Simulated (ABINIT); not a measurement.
# Quasiparticle gap of AlN (F-43m) in ABINIT

Aim: the G0W0 gap of AlN (F-43m) on PBE, step by step.

Program: ABINIT 10.8.3. Level of theory: PBE and many-body steps on it, plane waves. Results are calculated unless marked as measured.

Most raw output is cut from this account.

### 1. The structure

The structure is cubic, space group F-43m (No. 216). Conventional cell: a = 4.368 Å, b = 4.368 Å, c = 4.368 Å, α = 90.00°, β = 90.00°, γ = 90.00°. Nearest to Al lie 4 N at 1.89 Å. N has 4 Al at 1.89 Å nearest. Farther neighbours and most contacts between anions are not listed.

The cell and positions are those that the Materials Project relaxed with its own functionals (PBE, PBE+U or r2SCAN), kept fixed. This is not the form that AlN usually takes at ambient conditions.

### 2. Ground state

This step: ABINIT 10.8.3; DFT, PBE, plane waves, norm-conserving pseudopotentials.

The ground-state density comes first.

run.abi

```
acell 3*1.0 Angstrom
rprim 
  -0.000000000000 2.183993559600 2.183993559600
  2.183993559600 -0.000000000000 2.183993559600
  2.183993559600 2.183993559600 -0.000000000000
ntypat 2
znucl 13 7
natom 2
typat 1 2
xred 
  0.000000000000 0.000000000000 0.000000000000
  0.750000000000 0.750000000000 0.750000000000
pp_dirpath "pseudos"
pseudos "Al.upf, N.upf"
ecut 36
ngkpt 8 8 8
nshiftk 1
shiftk 0 0 0
kptopt 1
chksymbreak 0
nband 9
occopt 1
tolvrs 1e-10
nstep 60
prtwf 0
optforces 0
optstress 0
indata_prefix "in"
outdata_prefix "out"
tmpdata_prefix "tmp"
```

Command:

```sh
OMP_NUM_THREADS=1 mpirun -n 4 abinit run.abi > log
```

Run time: 4.3 s. Hardware: 4 MPI ranks of Arm Neoverse V1, shared host; peak memory 0.25 GiB; 17 s of CPU time.

Numbers from this step:

```
total energy               : -348.0988 eV
gap                        : 3.325 eV
k of the valence top       : 0, 0, 0
k of the conduction bottom : 0.5, 0.5, 0
least direct gap           : 4.192 eV
```

The gap is indirect, with the least direct gap 0.87 eV higher.

### 3. Bands along the symmetry lines

Levels along a band path, at the cheap level, show where the edges lie and whether the meshes to come will hold them.

run.abi

```
acell 3*1.0 Angstrom
rprim 
  -0.000000000000 2.183993559600 2.183993559600
  2.183993559600 -0.000000000000 2.183993559600
  2.183993559600 2.183993559600 -0.000000000000
ntypat 2
znucl 13 7
natom 2
typat 1 2
xred 
  0.000000000000 0.000000000000 0.000000000000
  0.750000000000 0.750000000000 0.750000000000
pp_dirpath "pseudos"
pseudos "Al.upf, N.upf"
ecut 36
iscf -2
irdden 1
kptopt 0
nkpt 50
kpt 
  0.00000000 0.00000000 0.00000000
  -0.06250000 -0.06250000 0.00000000
  -0.12500000 -0.12500000 0.00000000
  -0.18750000 -0.18750000 0.00000000
  -0.25000000 -0.25000000 0.00000000
  -0.31250000 -0.31250000 0.00000000
  -0.37500000 -0.37500000 0.00000000
  -0.43750000 -0.43750000 0.00000000
  -0.50000000 -0.50000000 0.00000000
  -0.48437500 -0.48437500 0.03125000
  -0.46875000 -0.46875000 0.06250000
  -0.45312500 -0.45312500 0.09375000
  -0.43750000 -0.43750000 0.12500000
  -0.42187500 -0.42187500 0.15625000
  -0.40625000 -0.40625000 0.18750000
  -0.39062500 -0.39062500 0.21875000
  -0.37500000 -0.37500000 0.25000000
  -0.37500000 0.00000000 0.37500000
  -0.32812500 0.00000000 0.32812500
  -0.28125000 0.00000000 0.28125000
  -0.23437500 0.00000000 0.23437500
  -0.18750000 0.00000000 0.18750000
  -0.14062500 0.00000000 0.14062500
  -0.09375000 0.00000000 0.09375000
  -0.04687500 0.00000000 0.04687500
  0.00000000 0.00000000 0.00000000
  0.00000000 0.00000000 0.06250000
  0.00000000 0.00000000 0.12500000
  0.00000000 0.00000000 0.18750000
  0.00000000 0.00000000 0.25000000
  0.00000000 0.00000000 0.31250000
  0.00000000 0.00000000 0.37500000
  0.00000000 0.00000000 0.43750000
  0.00000000 0.00000000 0.50000000
  -0.06250000 -0.03125000 0.46875000
  -0.12500000 -0.06250000 0.43750000
  -0.18750000 -0.09375000 0.40625000
  -0.25000000 -0.12500000 0.37500000
  -0.31250000 -0.15625000 0.34375000
  -0.37500000 -0.18750000 0.31250000
  -0.43750000 -0.21875000 0.28125000
  -0.50000000 -0.25000000 0.25000000
  -0.50000000 -0.28125000 0.21875000
  -0.50000000 -0.31250000 0.18750000
  -0.50000000 -0.34375000 0.15625000
  -0.50000000 -0.37500000 0.12500000
  -0.50000000 -0.40625000 0.09375000
  -0.50000000 -0.43750000 0.06250000
  -0.50000000 -0.46875000 0.03125000
  -0.50000000 -0.50000000 0.00000000
istwfk *1
nband 14
nbdbuf 5
tolwfr 1e-07
nstep 50
prtwf 0
prtvol 0
indata_prefix "in"
outdata_prefix "out"
tmpdata_prefix "tmp"
```

The job ended after 3.8 s (4 MPI ranks; peak memory 0.24 GiB; 15 s of CPU time).

Numbers from this step:

| Property | Result |
| --- | --- |
| gap | 3.325 eV |
| k of the valence top | 0, 0, 0 |
| k of the conduction bottom | -0.5, -0.5, 0 |
| least direct gap | 4.192 eV |

The gap is 3.325 eV, as in the run before at this level.

Electronic bands along the path, in eV, zero at the top of the highest filled band; v1 is the highest filled band, c1 the lowest empty one:

```
    point      v4     v3     v2     v1    c1     c2     c3     c4
        Γ  -14.97   0.00   0.00   0.00  4.19  12.59  12.59  12.59
  halfway  -13.84  -2.88  -0.98  -0.98  5.96  10.29  11.51  14.02
        X  -12.28  -4.90  -1.78  -1.78  3.32   8.65  13.92  15.70
  halfway  -12.27  -4.73  -2.47  -1.67  3.96   9.19  13.67  15.23
        U  -12.30  -4.25  -3.63  -1.37  5.17  10.12  13.05  14.17
jump to K  -12.30  -4.25  -3.63  -1.37  5.17  10.12  13.05  14.17
  halfway  -13.74  -3.54  -1.50  -0.20  7.34  10.30  11.41  12.58
        Γ  -14.97   0.00   0.00   0.00  4.19  12.59  12.59  12.59
  halfway  -14.12  -3.26  -0.26  -0.26  6.45  10.98  12.35  12.35
        L  -12.92  -5.86  -0.48  -0.48  7.39   9.85  11.17  11.17
  halfway  -12.60  -5.14  -2.22  -1.12  7.11   9.26  12.17  12.69
        W  -12.23  -3.77  -3.44  -2.70  6.05  11.45  11.98  12.16
  halfway  -12.25  -4.56  -2.40  -2.29  4.57   9.69  13.40  13.89
        X  -12.28  -4.90  -1.78  -1.78  3.32   8.65  13.92  15.70
```

### 4. Empty states on the mesh, 6×6×6 mesh, 166 bands

The sums over transitions need many empty states on a uniform mesh; this step solves for them.

run.abi

```
acell 3*1.0 Angstrom
rprim 
  -0.000000000000 2.183993559600 2.183993559600
  2.183993559600 -0.000000000000 2.183993559600
  2.183993559600 2.183993559600 -0.000000000000
ntypat 2
znucl 13 7
natom 2
typat 1 2
xred 
  0.000000000000 0.000000000000 0.000000000000
  0.750000000000 0.750000000000 0.750000000000
pp_dirpath "pseudos"
pseudos "Al.upf, N.upf"
ecut 36
ngkpt 6 6 6
nshiftk 1
shiftk 0 0 0
kptopt 1
chksymbreak 0
irdden 1
istwfk *1
nband 166
prtvol 0
optdriver 6
gwr_task "HDIAGO"
paral_kgb 0
occopt 1
indata_prefix "in"
outdata_prefix "out"
tmpdata_prefix "tmp"
```

Run time: 12 s. Hardware: 4 MPI ranks; peak memory 0.7 GiB.

Numbers from this step:

```
gap                                                           : 3.325 eV
k of the valence top                                          : 0, 0, 0
k of the conduction bottom                                    : 0.5, 0.5, 0
least direct gap                                              : 4.192 eV
k points computed                                             : 16
lowest point of the top converged band, above the valence top : 199.7514 eV
```

On this mesh the gap is 3.325 eV.

### 5. Screening, 6×6×6 mesh, 158 bands, screening to 359.2 eV

The RPA dielectric matrix is built and inverted for each q.

This step: RPA screening on PBE, plane waves, norm-conserving pseudopotentials.

run.abi: that of step 4 with these lines changed.

```diff
@@ -20,10 +20,11 @@
 chksymbreak 0
-irdden 1
 istwfk *1
-nband 166
-prtvol 0
-optdriver 6
-gwr_task "HDIAGO"
-paral_kgb 0
 occopt 1
+irdwfk 1
+optdriver 3
+nband 158
+ecuteps 13.2
+inclvkb 2
+awtr 1
+symchi 1
 indata_prefix "in"
```

It took 97 s on 4 MPI ranks; peak memory 1.1 GiB.

Numbers from this step:

```yaml
eps_infinity_with_local_fields_on_this_mesh_along_the_program_s_q_direction: 4.347
the_same_without_local_fields: 4.791
plasma_frequency: 23.01 eV
plane_waves_in_the_screening_matrix: 331
```

Local fields lower ε∞ by 9 %.

### 6. Self-energy, 6×6×6 mesh, 158 bands, screening to 359.2 eV

The self-energy is evaluated for the states that the input lists, and the levels follow from it, in one-shot runs by the linearised quasiparticle equation.

This step: G0W0 on PBE, plane waves, norm-conserving pseudopotentials.

run.abi: that of step 5 with these lines changed.

```diff
@@ -23,8 +23,19 @@
 irdwfk 1
-optdriver 3
+optdriver 4
 nband 158
+gwcalctyp 0
+ecutsigx 36
+symsigma 1
+nkptgw 3
+kptgw 
+  0.0000000000 0.0000000000 0.0000000000
+  0.5000000000 0.5000000000 0.0000000000
+  0.5000000000 0.0000000000 0.0000000000
+bdgw 
+  2 8
+  3 6
+  3 6
 ecuteps 13.2
-inclvkb 2
-awtr 1
-symchi 1
+irdscr 1
+ppmodel 1
 indata_prefix "in"
```

It took 75 s on 4 MPI ranks; peak memory 1.4 GiB; 5 min of CPU time.

This step gave:

- G0W0 gap on the points computed: 4.597 eV
- starting gap on the mesh: 3.325 eV
- k of the valence top: 0, 0, 0
- k of the conduction bottom: 0.5, 0.5, 0
- Z at the valence top: 0.784
- Z at the conduction bottom: 0.835
- least direct G0W0 gap on the computed points: 5.613 eV

The gap on the mesh goes from 3.32 eV to 4.60 eV, a correction of +1.27 eV.

Limits: finite bands, cutoff and mesh. v1 is the top filled band, c1 the lowest empty one. Levels before and after the correction, in eV, zero at the valence-band top of each column:

```
           conduction bottom  valence top
Kohn-Sham               3.32         0.00
     G0W0               4.60         0.00
```

```
                       level  energy (eV)
Kohn-Sham            Γ v3-v1        0.000
Kohn-Sham               Γ c1        4.192
Kohn-Sham            Γ c2-c4       12.589
Kohn-Sham  (0.5 0.5 0) v2-v1       -1.775
Kohn-Sham     (0.5 0.5 0) c1        3.325
Kohn-Sham     (0.5 0.5 0) c2        8.652
     G0W0            Γ v3-v1        0.000
     G0W0               Γ c1        5.613
     G0W0            Γ c2-c4       14.105
     G0W0  (0.5 0.5 0) v2-v1       -2.046
     G0W0     (0.5 0.5 0) c1        4.597
     G0W0     (0.5 0.5 0) c2       10.161
```

### 7. Where the time went

Times are wall times on 4 MPI ranks of Arm Neoverse V1, shared host, good to a factor of about two.

```
                          step   time  share  memory (GiB)
                  ground state  4.3 s    2 %          0.25
bands along the symmetry lines  3.8 s    2 %          0.24
      empty states on the mesh   12 s    6 %           0.7
                     screening   97 s   50 %           1.1
                   self-energy   75 s   39 %           1.4
```

### 8. What came out

| Quantity | Value |
| --- | --- |
| PBE gap | 3.32 eV, indirect |
| G0W0 gap on the mesh | 4.60 eV |
| GW settings | 6×6×6 mesh, 158 bands, screening to 359.2 eV, Godby-Needs plasmon pole |
| known limits | not at the basis limit |

**Reading.** G0W0 moves the gap on the mesh from 3.32 eV to 4.60 eV (+1.27 eV), with Z of 0.78 and 0.83 at the edges. Local fields lower the RPA ε∞ on this mesh from 4.79 to 4.35. Only 3 of the mesh's irreducible points were corrected, so a valley elsewhere could overtake. Bands and cutoff are finite, so the gap is not at the basis limit. The miss can reach some tenths of an eV and take either sign; the mesh is an error of its own. In the G0W0 run levels were corrected at 3 k points alone, so a gap called «on the mesh» is the least over those, and an edge elsewhere would be missed.

[Paths, hosts, dates, memory and timing lines, banners, echoed tables and standing remarks are left out of the program output.]

[Logs are printed without paths, hosts, clocks, repeated set-up lines and the standing remarks that a program may print on its own settings, such as how far it seeks lower states.]

[Runs of the session that timed out or met a known fault of the program may be left out.]

[Hosts, paths, dates, database ids (printed as entryN), source tags and the programs' standing remarks are cut or masked in the printed files.]

[G0W0 gaps are taken among the corrected bands and points alone; a level outside them can change the order at an edge.]

[Where Ansatz stands beside ABINIT at settings called matched, ABINIT's density can come from a denser mesh and the files from another edition; pairs whose starting gaps differed by over 0.03 eV were left out, so agreement reads better than it is.]
